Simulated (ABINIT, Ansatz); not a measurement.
Planning a run of ABINIT 10.8.3 on NaAsF6 (R-3). The input:

```
acell 3*1.0 Angstrom
rprim 
  2.548317025914 1.471271520892 4.707294566700
  -2.548317025914 1.471271520892 4.707294566700
  0.000000000000 -2.942543041784 4.707294566700
ntypat 3
znucl 11 33 9
natom 8
typat 1 2 3 3 3 3 3 3
xred 
  0.500000000000 0.500000000000 0.500000000000
  -0.000000000000 0.000000000000 0.000000000000
  0.348130510000 0.076071740000 0.790012280000
  0.790012280000 0.348130510000 0.076071740000
  0.076071740000 0.790012280000 0.348130510000
  0.651869490000 0.923928260000 0.209987720000
  0.209987720000 0.651869490000 0.923928260000
  0.923928260000 0.209987720000 0.651869490000
pp_dirpath "pseudos"
pseudos "Na.upf, As.upf, F.upf"
ecut 44
ngkpt 2 2 2
nshiftk 1
shiftk 0 0 0
kptopt 1
chksymbreak 0
iscf -2
irdden 1
istwfk *1
nband 229
nbdbuf 20
tolwfr 1e-09
nstep 60
prtvol 0
indata_prefix "in"
outdata_prefix "out"
tmpdata_prefix "tmp"
```

```sh
OMP_NUM_THREADS=1 mpirun -n 4 abinit run.abi > log
```

Q: Estimate wall time and host memory on 4 MPI ranks of Arm Neoverse V1, shared host.

It took 95 s; on shared hardware allow 47 s to 3.2 min. Peak host memory was 0.52 GiB.

[Paths, hosts, dates, memory and timing lines, banners, echoed tables and standing remarks are left out of the program output.]

[Logs are printed without paths, hosts, clocks, repeated set-up lines and the standing remarks that a program may print on its own settings, such as how far it seeks lower states.]

[Runs of the session that timed out or met a known fault of the program may be left out.]

[Hosts, paths, dates, database ids (printed as entryN), source tags and the programs' standing remarks are cut or masked in the printed files.]

[G0W0 gaps are taken among the corrected bands and points alone; a level outside them can change the order at an edge.]

[Where Ansatz stands beside ABINIT at settings called matched, ABINIT's density can come from a denser mesh and the files from another edition; pairs whose starting gaps differed by over 0.03 eV were left out, so agreement reads better than it is.]
